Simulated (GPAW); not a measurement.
## BN in line between two Al chains: relaxation, then transmission at several levels

How well does BN in line between two Al chains conduct once its atoms have relaxed, and how much do cheaper levels lose?

Calculated with GPAW 26.7.0; GPAW LCAO, PAW setups; relaxation of the junction within the symmetry of its start, lead ends held, in the first sound run; inputs show where later runs differ.

**1. The structure**

The cell holds 16 atoms: 14 Al, 1 B and 1 N. Its edges and angles: a = 9.000 Å, b = 9.000 Å, c = 36.148 Å, α = 90.0°, β = 90.0°, γ = 90.0°. Regions: left lead, 7 atoms (7 Al); channel, 2 atoms (1 B and 1 N); right lead, 7 atoms (7 Al). Vacuum lies along a and b. The structure is stacked along c, and the current runs across the ab planes.

**2. Relaxation**

Transmission follows bond lengths closely, so the atoms between the held lead ends are relaxed first, within whatever symmetry the start has.

File run.py:

```python
import json
from ase import Atoms
from ase.constraints import FixAtoms
from ase.optimize import BFGS
from gpaw import GPAW, FermiDirac

device = Atoms(
    ['Al', 'Al', 'Al', 'Al', 'Al', 'Al', 'Al', 'B', 'N', 'Al', 'Al', 'Al', 'Al', 'Al', 'Al', 'Al'],
    positions=[
        [4.50000, 4.50000, 1.20000],
        [4.50000, 4.50000, 3.60000],
        [4.50000, 4.50000, 6.00000],
        [4.50000, 4.50000, 8.40000],
        [4.50000, 4.50000, 10.80000],
        [4.50000, 4.50000, 13.20000],
        [4.50000, 4.50000, 15.60000],
        [4.50000, 4.50000, 17.53630],
        [4.50000, 4.50000, 18.81630],
        [4.50000, 4.50000, 20.54760],
        [4.50000, 4.50000, 22.94760],
        [4.50000, 4.50000, 25.34760],
        [4.50000, 4.50000, 27.74760],
        [4.50000, 4.50000, 30.14760],
        [4.50000, 4.50000, 32.54760],
        [4.50000, 4.50000, 34.94760]],
    cell=[[9.0, 0.0, 0.0], [0.0, 9.0, 0.0], [0.0, 0.0, 36.1476]],
    pbc=True)

device.set_constraint(FixAtoms([0, 1, 2, 3, 4, 5, 10, 11, 12, 13, 14, 15]))
device.calc = GPAW(mode='lcao', basis='dzp', xc='PBE', h=0.18,
                   kpts={'size': (1, 1, 2), 'gamma': True},
                   symmetry={'tolerance': 1e-3, 'extra_ids': [1, 1, 1, 1, 1, 1, 0, 0, 0, 0, 1, 1, 1, 1, 1, 1]},
                   occupations=FermiDirac(0.1), maxiter=250,
                   mixer=dict(beta=0.1, nmaxold=8, weight=100.0),
                   convergence=dict(density=0.0001), txt='relax.txt')
path = []
opt = BFGS(device, maxstep=0.15)
opt.attach(lambda: path.append((device.get_potential_energy(), device.positions.tolist(), device.get_forces().tolist())))
relaxed = bool(opt.run(fmax=0.05, steps=50))
json.dump(dict(relaxed=relaxed, path=path, positions=device.positions.tolist(), moments=device.get_magnetic_moments().tolist(),
               forces=device.get_forces(apply_constraint=False).tolist()), open('result.json', 'w'))
```

On the command line:

```bash
$ OMP_NUM_THREADS=1 OPENBLAS_NUM_THREADS=1 python run.py
```

What it wrote:

```text
Step          Energy          fmax
BFGS:    0      -38.871356        1.653922
BFGS:    1      -38.914587        1.041134
BFGS:    2      -38.937677        0.821944
BFGS:    3      -38.942856        0.109619
BFGS:    4      -38.942969        0.020993
```

Elapsed: 5.1 min, on 1 thread of Arm Neoverse V2, shared host; peak memory 1.6 GiB.

Step by step:

| step | energy less that of the first step (eV) | largest force (eV/Å) |
| --- | --- | --- |
| 1 | 0.0000 | 1.6539 |
| 2 | -0.0433 | 1.0411 |
| 3 | -0.0660 | 0.8219 |
| 4 | -0.0713 | 0.1096 |
| 5 | -0.0715 | 0.0210 |

The atoms that moved most (Å):

| atom | dx | dy | dz | length |
| --- | --- | --- | --- | --- |
| Al7 | 0.000 | 0.000 | -0.063 | 0.063 |
| Al10 | 0.000 | 0.000 | 0.034 | 0.034 |
| N9 | 0.000 | 0.000 | 0.020 | 0.020 |
| B8 | 0.000 | 0.000 | 0.006 | 0.006 |

The relaxation lowered the energy of the cell by 0.0715 eV (energies extrapolated to zero smearing; the optimiser's log prints free energies). The largest force left on a free atom is 0.021 eV/Å.

**3. GPAW, dzp**

The script solves lead and junction separately, takes H and S in the orbital basis, and joins semi-infinite leads through their self-energies; the dzp basis is the working standard.

This step: GPAW LCAO, PAW setups; Landauer transmission from Green's functions with principal layers (ASE), zero bias (GPAW 26.7.0).

File run.py:

```python
import json
import numpy as np
from ase import Atoms
from ase.transport.calculators import TransportCalculator
from gpaw import GPAW, FermiDirac
from gpaw.lcao.tools import get_lcao_hamiltonian
from scipy.linalg import eigh

# The junction with lead layers at both ends, along the third cell vector
device = Atoms(
    ['Al', 'Al', 'Al', 'Al', 'Al', 'Al', 'Al', 'B', 'N', 'Al', 'Al', 'Al', 'Al', 'Al', 'Al', 'Al'],
    positions=[
        [4.50000, 4.50000, 1.20000],
        [4.50000, 4.50000, 3.60000],
        [4.50000, 4.50000, 6.00000],
        [4.50000, 4.50000, 8.40000],
        [4.50000, 4.50000, 10.80000],
        [4.50000, 4.50000, 13.20000],
        [4.50000, 4.50000, 15.53740],
        [4.50000, 4.50000, 17.54181],
        [4.50000, 4.50000, 18.83596],
        [4.50000, 4.50000, 20.58156],
        [4.50000, 4.50000, 22.94760],
        [4.50000, 4.50000, 25.34760],
        [4.50000, 4.50000, 27.74760],
        [4.50000, 4.50000, 30.14760],
        [4.50000, 4.50000, 32.54760],
        [4.50000, 4.50000, 34.94760]],
    cell=[[9.0, 0.0, 0.0], [0.0, 9.0, 0.0], [0.0, 0.0, 36.1476]],
    pbc=True)

# One principal layer of the lead: the first 4 atoms of the device
lead = Atoms(
    ['Al', 'Al', 'Al', 'Al'],
    positions=[
        [4.50000, 4.50000, 1.20000],
        [4.50000, 4.50000, 3.60000],
        [4.50000, 4.50000, 6.00000],
        [4.50000, 4.50000, 8.40000]],
    cell=[[9.0, 0.0, 0.0], [0.0, 9.0, 0.0], [0.0, 0.0, 9.6]],
    pbc=True)

settings = dict(mode='lcao', basis='dzp', xc='PBE', h=0.18,
                occupations=FermiDirac(0.1), maxiter=250,
                mixer=dict(beta=0.1, nmaxold=8, weight=100.0),
                convergence=dict(density=0.0001))
energies = np.arange(-2, 2 + 1e-9, 0.025)
eta = 0.0001
n1, n2 = 1, 1
# k and -k transmit alike, so half of the mesh across the current serves
mesh = [(i, j) for i in range(n1) for j in range(n2) if (i, j) <= (-i % n1, -j % n2)]
weights = np.array([1 if (i, j) == (-i % n1, -j % n2) else 2 for i, j in mesh]) / (n1 * n2)

# [... helper functions left out ...]
fermi_lead = ground_state(lead, (1, 1, 12), 'lead.txt')
fermi_device = ground_state(device, (1, 1, 2), 'device.txt')
# [... loop over the mesh left out, but for ...]
        # Shift the lead onto the potential of the device's first layer
        shift = ((H[:, 0, 0] - H0[:, 0, 0]) / S0[0, 0]).real.mean()
# [...]
kT = 8.617333e-5 * 300
bias = [0.1, 0.2, 0.5, 1.0, 1.5, 2.0]
# [... integrals and printing left out ...]
```

What it wrote:

```text
basis functions: device 208, principal layer 52
Fermi level: lead -3.1259 eV, device -3.0990 eV; lead shifted by -0.0058 eV
largest coupling past the next layer 2.45e-15 eV, largest misfit of the first layer 0.020 eV
  E-E_F (eV)   T (one spin)  channels
    -2.000    2.3720e-02    1.0000
    -1.975    2.3022e-02    1.0000
    -1.950    2.2320e-02    1.0000
    -1.925    2.1614e-02    1.0000
    -1.900    2.0902e-02    1.0000
    -1.875    2.0185e-02    1.0000
    -1.850    1.9462e-02    1.0000
    -1.825    1.8732e-02    1.0000
    -1.800    1.7994e-02    1.0000
    -1.775    1.7248e-02    1.0000
    -1.750    1.6494e-02    1.0000
    -1.725    1.5729e-02    1.0000
    -1.700    1.4953e-02    1.0000
    -1.675    1.4166e-02    1.0000
    -1.650    1.3365e-02    1.0000
    -1.625    1.2549e-02    1.0000
[...]
1.825    1.3914e+00    3.0000
     1.850    1.3985e+00    3.0000
     1.875    1.4053e+00    3.0000
     1.900    1.4119e+00    3.0000
     1.925    1.4183e+00    3.0000
     1.950    1.4245e+00    3.0000
     1.975    1.4305e+00    3.0000
     2.000    1.4363e+00    3.0000
conductance at 300 K: 1.2252 G0 a cell; thermopower 0.7882 uV/K
current from the zero-bias T(E) at 0.1 V: 9.4577 uA
current from the zero-bias T(E) at 0.2 V: 18.711 uA
current from the zero-bias T(E) at 0.5 V: 43.811 uA
current from the zero-bias T(E) at 1.0 V: 69.758 uA
current from the zero-bias T(E) at 1.5 V: 86.635 uA
current from the zero-bias T(E) at 2.0 V: 105.27 uA
```

Run time: 2 min. Hardware: 1 thread; peak memory 1.7 GiB.

Numbers from this step:

| Quantity | Value |
| --- | --- |
| conductance | 1.225 G₀ |
| largest coupling past the next principal layer | 2.45e-15 eV |
| largest misfit of the first principal layer | 0.02005 eV |
| shift that aligns the lead | -0.005815 eV |
| basis functions of the junction | 208 |
| basis functions of a principal layer | 52 |
| transmission at the Fermi level (one spin) | 1.238 |
| open channels of the lead at the Fermi level (one spin) | 2 |

One spin. Table of transmission, zone mean by energy, zero at the Fermi level:

energy (eV), transmission, zone mean and a bar:
```
   -2.000       0.02 
   -1.900       0.02 
   -1.800       0.02 
   -1.700       0.01 
   -1.600       0.01 
   -1.500       0.01 
   -1.400       0.00 
   -1.300       0.00 
   -1.200       0.00 
   -1.100       0.00 
   -1.000       0.00 
   -0.900       0.00 
   -0.800       0.00 
   -0.700       0.00 
   -0.600       0.00 
   -0.500       0.00 
   -0.400       0.06 #
   -0.300       0.85 ##################
   -0.200       1.04 ######################
   -0.100       1.19 #########################
   -0.025       1.24 ##########################
    0.000       1.24 ##########################
    0.100       1.17 ########################
    0.200       1.06 ######################
    0.300       0.97 ####################
    0.400       0.90 ###################
    0.500       0.87 ##################
    0.600       0.86 ##################
    0.700       0.87 ##################
    0.800       0.89 ###################
    0.900       0.92 ###################
    1.000       1.10 #######################
    1.100       1.13 ########################
    1.200       1.17 ########################
    1.300       1.21 #########################
    1.400       1.25 ##########################
    1.500       1.28 ###########################
    1.600       1.32 ############################
    1.700       1.35 ############################
    1.800       1.38 #############################
    1.900       1.41 #############################
    2.000       1.44 ##############################
```

Crossings of the lead's bands, unfolded to its shortest repeat. Open channels, zone mean against energy, zero at the Fermi level:

energy (eV), open channels, zone mean and a bar:
```
   -2.000       1.00 ##########
   -1.900       1.00 ##########
   -1.800       1.00 ##########
   -1.700       1.00 ##########
   -1.600       1.00 ##########
   -1.500       1.00 ##########
   -1.400       1.00 ##########
   -1.300       0.00 
   -1.200       0.00 
   -1.100       0.00 
   -1.000       0.00 
   -0.900       0.00 
   -0.800       0.00 
   -0.700       0.00 
   -0.600       0.00 
   -0.500       0.00 
   -0.400       2.00 ####################
   -0.300       2.00 ####################
   -0.200       2.00 ####################
   -0.100       2.00 ####################
    0.000       2.00 ####################
    0.100       2.00 ####################
    0.200       2.00 ####################
    0.300       2.00 ####################
    0.400       2.00 ####################
    0.500       2.00 ####################
    0.600       2.00 ####################
    0.700       2.00 ####################
    0.800       2.00 ####################
    0.900       2.00 ####################
    1.000       3.00 ##############################
    1.100       3.00 ##############################
    1.200       3.00 ##############################
    1.300       3.00 ##############################
    1.400       3.00 ##############################
    1.500       3.00 ##############################
    1.600       3.00 ##############################
    1.700       3.00 ##############################
    1.800       3.00 ##############################
    1.900       3.00 ##############################
    2.000       3.00 ##############################
```

Not self-consistent under bias; the bias window is split evenly. The current through one cell, from the zero-bias transmission by bias:

| bias (V) | current through one cell, from the zero-bias transmission (μA) |
| --- | --- |
| 0.100 | 9.46 |
| 0.200 | 18.7 |
| 0.500 | 43.8 |
| 1.000 | 69.8 |
| 1.500 | 86.6 |
| 2.000 | 105 |

The transmission of the three most open eigenchannels by energy, zero at the Fermi level:

| energy (eV) | channel 1 | channel 2 | channel 3 |
| --- | --- | --- | --- |
| -2.000 | 0.0237 | 0 | 0 |
| -1.900 | 0.0209 | 0 | 0 |
| -1.800 | 0.0180 | 0 | 0 |
| -1.700 | 0.0150 | 0 | 0 |
| -1.600 | 0.0117 | 0 | 0 |
| -1.500 | 0.00820 | 0 | 0 |
| -1.400 | 0.00429 | 0 | 0 |
| -1.300 | 1.6e-8 | 0 | 0 |
| -1.200 | 2.5e-11 | 0 | 0 |
| -1.100 | 3.5e-12 | 0 | 0 |
| -1.000 | 0 | 0 | 0 |
| -0.900 | 0 | 0 | 0 |
| -0.800 | 0 | 0 | 0 |
| -0.700 | 0 | 0 | 0 |
| -0.600 | 0 | 0 | 0 |
| -0.500 | 0 | 0 | 0 |
| -0.400 | 0.0285 | 0.0285 | 0 |
| -0.300 | 0.425 | 0.425 | 0 |
| -0.200 | 0.518 | 0.518 | 0 |
| -0.100 | 0.597 | 0.597 | 0 |
| 0.000 | 0.619 | 0.619 | 0 |
| 0.100 | 0.585 | 0.585 | 0 |
| 0.200 | 0.531 | 0.531 | 0 |
| 0.300 | 0.483 | 0.483 | 0 |
| 0.400 | 0.452 | 0.452 | 0 |
| 0.500 | 0.436 | 0.436 | 1.8e-12 |
| 0.600 | 0.432 | 0.432 | 5.6e-12 |
| 0.700 | 0.436 | 0.436 | 2.7e-11 |
| 0.800 | 0.446 | 0.446 | 3.0e-10 |
| 0.900 | 0.460 | 0.460 | 1.2e-7 |
| 1.000 | 0.477 | 0.477 | 0.144 |
| 1.100 | 0.496 | 0.496 | 0.141 |
| 1.200 | 0.516 | 0.516 | 0.137 |
| 1.300 | 0.537 | 0.537 | 0.133 |
| 1.400 | 0.558 | 0.558 | 0.130 |
| 1.500 | 0.578 | 0.578 | 0.126 |
| 1.600 | 0.598 | 0.598 | 0.124 |
| 1.700 | 0.616 | 0.616 | 0.121 |
| 1.800 | 0.633 | 0.633 | 0.119 |
| 1.900 | 0.648 | 0.648 | 0.117 |
| 2.000 | 0.661 | 0.661 | 0.115 |

Couplings past the next layer reach 2.4e-15 eV, small enough to drop; the matrix elements of the cell's first layer differ from the bulk lead's by up to 0.020 eV. That layer keeps its own values in the calculation, and only beyond it is the lead taken as perfect. The Fermi levels of lead and junction count from different zeros of potential, one for each periodic cell; with both set to zero, the small remaining shift is what aligns them. By hand: G = 1.225 × 77.48 μS = 94.9 μS, a resistance of 10.5 kΩ; at 0.1 V a linear junction would pass 9.49 μA, and the integral over the bias window gives 9.46 μA.

**4. Single-zeta polarised basis**

The second zeta is dropped, the polarisation orbitals stay.

run.py, as its differences from that of step 3:

```diff
@@ -42,3 +42,3 @@
 
-settings = dict(mode='lcao', basis='dzp', xc='PBE', h=0.18,
+settings = dict(mode='lcao', basis='szp(dzp)', xc='PBE', h=0.18,
                 occupations=FermiDirac(0.1), maxiter=250,
```

What it wrote:

```text
basis functions: device 144, principal layer 36
Fermi level: lead -3.5822 eV, device -3.5634 eV; lead shifted by -0.0065 eV
largest coupling past the next layer 1.49e-15 eV, largest misfit of the first layer 0.020 eV
  E-E_F (eV)   T (one spin)  channels
    -2.000    1.7485e-02    1.0000
    -1.975    1.6888e-02    1.0000
    -1.950    1.6286e-02    1.0000
    -1.925    1.5678e-02    1.0000
    -1.900    1.5065e-02    1.0000
    -1.875    1.4444e-02    1.0000
    -1.850    1.3817e-02    1.0000
    -1.825    1.3181e-02    1.0000
    -1.800    1.2536e-02    1.0000
    -1.775    1.1882e-02    1.0000
    -1.750    1.1217e-02    1.0000
    -1.725    1.0541e-02    1.0000
    -1.700    9.8527e-03    1.0000
    -1.675    9.1506e-03    1.0000
    -1.650    8.4340e-03    1.0000
    -1.625    7.7015e-03    1.0000
[...]
1.825    1.4307e+00    3.0000
     1.850    1.4378e+00    3.0000
     1.875    1.4447e+00    3.0000
     1.900    1.4513e+00    3.0000
     1.925    1.4578e+00    3.0000
     1.950    1.4639e+00    3.0000
     1.975    1.4699e+00    3.0000
     2.000    1.4756e+00    3.0000
conductance at 300 K: 1.2045 G0 a cell; thermopower 0.7241 uV/K
current from the zero-bias T(E) at 0.1 V: 9.2942 uA
current from the zero-bias T(E) at 0.2 V: 18.368 uA
current from the zero-bias T(E) at 0.5 V: 42.821 uA
current from the zero-bias T(E) at 1.0 V: 66.594 uA
current from the zero-bias T(E) at 1.5 V: 83.573 uA
current from the zero-bias T(E) at 2.0 V: 103.67 uA
```

Elapsed: 87 s, on 1 thread; peak memory 1.7 GiB.

Numbers from this step:

```
conductance                                    : 1.204 G₀
largest coupling past the next principal layer : 1.49e-15 eV
largest misfit of the first principal layer    : 0.02049 eV
shift that aligns the lead                     : -0.006491 eV
basis functions of the junction                : 144
basis functions of a principal layer           : 36
transmission at the Fermi level (one spin)     : 1.219
```

One spin. The transmission, zone mean by energy, zero at the Fermi level:

| energy (eV) | transmission, zone mean |
| --- | --- |
| -2.000 | 0.0175 |
| -1.900 | 0.0151 |
| -1.800 | 0.0125 |
| -1.700 | 0.00985 |
| -1.600 | 0.00695 |
| -1.500 | 0.00375 |
| -1.400 | 1.5e-4 |
| -1.300 | 2.7e-11 |
| -1.200 | 3.4e-12 |
| -1.100 | 0 |
| -1.000 | 0 |
| -0.900 | 0 |
| -0.800 | 0 |
| -0.700 | 0 |
| -0.600 | 0 |
| -0.500 | 0 |
| -0.400 | 1.5e-9 |
| -0.300 | 0.814 |
| -0.200 | 1.00 |
| -0.100 | 1.17 |
| -0.025 | 1.22 |
| 0.000 | 1.22 |
| 0.100 | 1.15 |
| 0.200 | 1.04 |
| 0.300 | 0.946 |
| 0.400 | 0.890 |
| 0.500 | 0.865 |
| 0.600 | 0.863 |
| 0.700 | 0.878 |
| 0.800 | 1.01 |
| 0.900 | 1.06 |
| 1.000 | 1.10 |
| 1.100 | 1.14 |
| 1.200 | 1.19 |
| 1.300 | 1.23 |
| 1.400 | 1.28 |
| 1.500 | 1.32 |
| 1.600 | 1.36 |
| 1.700 | 1.39 |
| 1.800 | 1.42 |
| 1.900 | 1.45 |
| 2.000 | 1.48 |

Crossings of the lead's bands, unfolded to its shortest repeat. Open channels, zone mean against energy, zero at the Fermi level:

energy (eV), open channels, zone mean and a bar:
```
   -2.000       1.00 ##########
   -1.900       1.00 ##########
   -1.800       1.00 ##########
   -1.700       1.00 ##########
   -1.600       1.00 ##########
   -1.500       1.00 ##########
   -1.400       1.00 ##########
   -1.300       0.00 
   -1.200       0.00 
   -1.100       0.00 
   -1.000       0.00 
   -0.900       0.00 
   -0.800       0.00 
   -0.700       0.00 
   -0.600       0.00 
   -0.500       0.00 
   -0.400       0.00 
   -0.300       2.00 ####################
   -0.200       2.00 ####################
   -0.100       2.00 ####################
    0.000       2.00 ####################
    0.100       2.00 ####################
    0.200       2.00 ####################
    0.300       2.00 ####################
    0.400       2.00 ####################
    0.500       2.00 ####################
    0.600       2.00 ####################
    0.700       2.00 ####################
    0.800       3.00 ##############################
    0.900       3.00 ##############################
    1.000       3.00 ##############################
    1.100       3.00 ##############################
    1.200       3.00 ##############################
    1.300       3.00 ##############################
    1.400       3.00 ##############################
    1.500       3.00 ##############################
    1.600       3.00 ##############################
    1.700       3.00 ##############################
    1.800       3.00 ##############################
    1.900       3.00 ##############################
    2.000       3.00 ##############################
```

Not self-consistent under bias; the bias window is split evenly. The current through one cell, from the zero-bias transmission by bias:

| bias (V) | current through one cell, from the zero-bias transmission (μA) |
| --- | --- |
| 0.100 | 9.29 |
| 0.200 | 18.4 |
| 0.500 | 42.8 |
| 1.000 | 66.6 |
| 1.500 | 83.6 |
| 2.000 | 104 |

Transmission of the three most open eigenchannels against energy, zero at the Fermi level:

| energy (eV) | channel 1 | channel 2 | channel 3 |
| --- | --- | --- | --- |
| -2.000 | 0.0175 | 0 | 0 |
| -1.900 | 0.0151 | 0 | 0 |
| -1.800 | 0.0125 | 0 | 0 |
| -1.700 | 0.00985 | 0 | 0 |
| -1.600 | 0.00695 | 0 | 0 |
| -1.500 | 0.00375 | 0 | 0 |
| -1.400 | 1.5e-4 | 0 | 0 |
| -1.300 | 2.7e-11 | 0 | 0 |
| -1.200 | 3.4e-12 | 0 | 0 |
| -1.100 | 0 | 0 | 0 |
| -1.000 | 0 | 0 | 0 |
| -0.900 | 0 | 0 | 0 |
| -0.800 | 0 | 0 | 0 |
| -0.700 | 0 | 0 | 0 |
| -0.600 | 0 | 0 | 0 |
| -0.500 | 0 | 0 | 0 |
| -0.400 | 7.5e-10 | 7.5e-10 | 0 |
| -0.300 | 0.407 | 0.407 | 0 |
| -0.200 | 0.501 | 0.501 | 0 |
| -0.100 | 0.584 | 0.584 | 0 |
| 0.000 | 0.609 | 0.609 | 0 |
| 0.100 | 0.574 | 0.574 | 0 |
| 0.200 | 0.519 | 0.519 | 0 |
| 0.300 | 0.473 | 0.473 | 0 |
| 0.400 | 0.445 | 0.445 | 2.4e-12 |
| 0.500 | 0.432 | 0.432 | 1.0e-11 |
| 0.600 | 0.431 | 0.431 | 8.3e-11 |
| 0.700 | 0.439 | 0.439 | 3.7e-9 |
| 0.800 | 0.452 | 0.452 | 0.107 |
| 0.900 | 0.470 | 0.470 | 0.122 |
| 1.000 | 0.490 | 0.490 | 0.122 |
| 1.100 | 0.513 | 0.513 | 0.119 |
| 1.200 | 0.536 | 0.536 | 0.116 |
| 1.300 | 0.560 | 0.560 | 0.113 |
| 1.400 | 0.583 | 0.583 | 0.111 |
| 1.500 | 0.605 | 0.605 | 0.109 |
| 1.600 | 0.625 | 0.625 | 0.107 |
| 1.700 | 0.643 | 0.643 | 0.105 |
| 1.800 | 0.660 | 0.660 | 0.104 |
| 1.900 | 0.675 | 0.675 | 0.102 |
| 2.000 | 0.687 | 0.687 | 0.101 |

The conductance, 1.20 G₀, lies 1.7 % below that of the dzp run.

(Continued in part 2 of 2.)

[Logs are printed without paths, hosts, clocks, repeated set-up lines and the standing remarks that a program may print on its own settings, such as how far it seeks lower states.]

[Hosts, paths, dates, database ids (printed as entryN), source tags and the programs' standing remarks are cut or masked in the printed files.]
